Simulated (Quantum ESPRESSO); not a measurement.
# Calculated records

```cif
data_fe2b
_symmetry_space_group_name_H-M 'I4/mcm'
_symmetry_Int_Tables_number 140
_cell_length_a 5.0990
_cell_length_b 5.0990
_cell_length_c 4.2400
_cell_angle_alpha 90.000
_cell_angle_beta 90.000
_cell_angle_gamma 90.000
_cell_volume 110.24
loop_
_atom_site_label
_atom_site_type_symbol
_atom_site_symmetry_multiplicity
_atom_site_Wyckoff_symbol
_atom_site_fract_x
_atom_site_fract_y
_atom_site_fract_z
_atom_site_occupancy
Fe1 Fe 8 h 0.66700 0.16700 0.00000 1
B1 B 4 a 0.00000 0.00000 0.75000 1
_calc_subject 'Canted and collinear textures of Fe2B'
_calc_method 'LDA; plane waves with GBRV 1.5 LDA potentials, no spin-orbit coupling (and 1 further level or step)'
_calc_program 'Quantum ESPRESSO 7.5'
_calc_settings_of_one_run 'GBRV 1.5 LDA, potential files B: b_lda_v1.4.uspp.F.UPF, Fe: fe_lda_v1.5.uspp.F.UPF, cutoff 462.59 eV, 5×5×5 k-mesh, 92 bands, fermi-dirac occupations, smearing width 0.1 eV, SCF threshold 6.00e-8, starting moments 2.8 2.8 2.8 2.8 0 0 μB'
_calc_cost '5 runs, 52 min in all on 3 MPI ranks of Intel Xeon at 2.80GHz (Skylake/Cascade Lake), shared host (the runs of this entry)'
_calc_notes 'The database entry behind the starting cell differs from later determinations by our own check (0.1 to 0.3 % short, probably kX units). Without spin–orbit coupling only the angles between moments matter. The cell holds only so many moments, so longer spirals cannot form in it.'
_calc_lowest_start 'collinear parallel and two sublattices 60 degrees apart'
_calc_its_final_state 'ferromagnetic'
_calc_its_moments '1.81 μB'
_calc_its_net_moment '7.14 μB a cell'
```

[Logs and program files are shortened in this print: banners, set-up blocks, solver, clock and traceback lines can be left out without a mark of their own.]

[Logs are printed without paths, hosts, clocks, repeated set-up lines and the standing remarks that a program may print on its own settings, such as how far it seeks lower states.]

[Hosts, paths, dates, database ids (printed as entryN), source tags and the programs' standing remarks are cut or masked in the printed files.]

[Where a cell is said to come from a database of computed structures, the database is the Materials Project.]
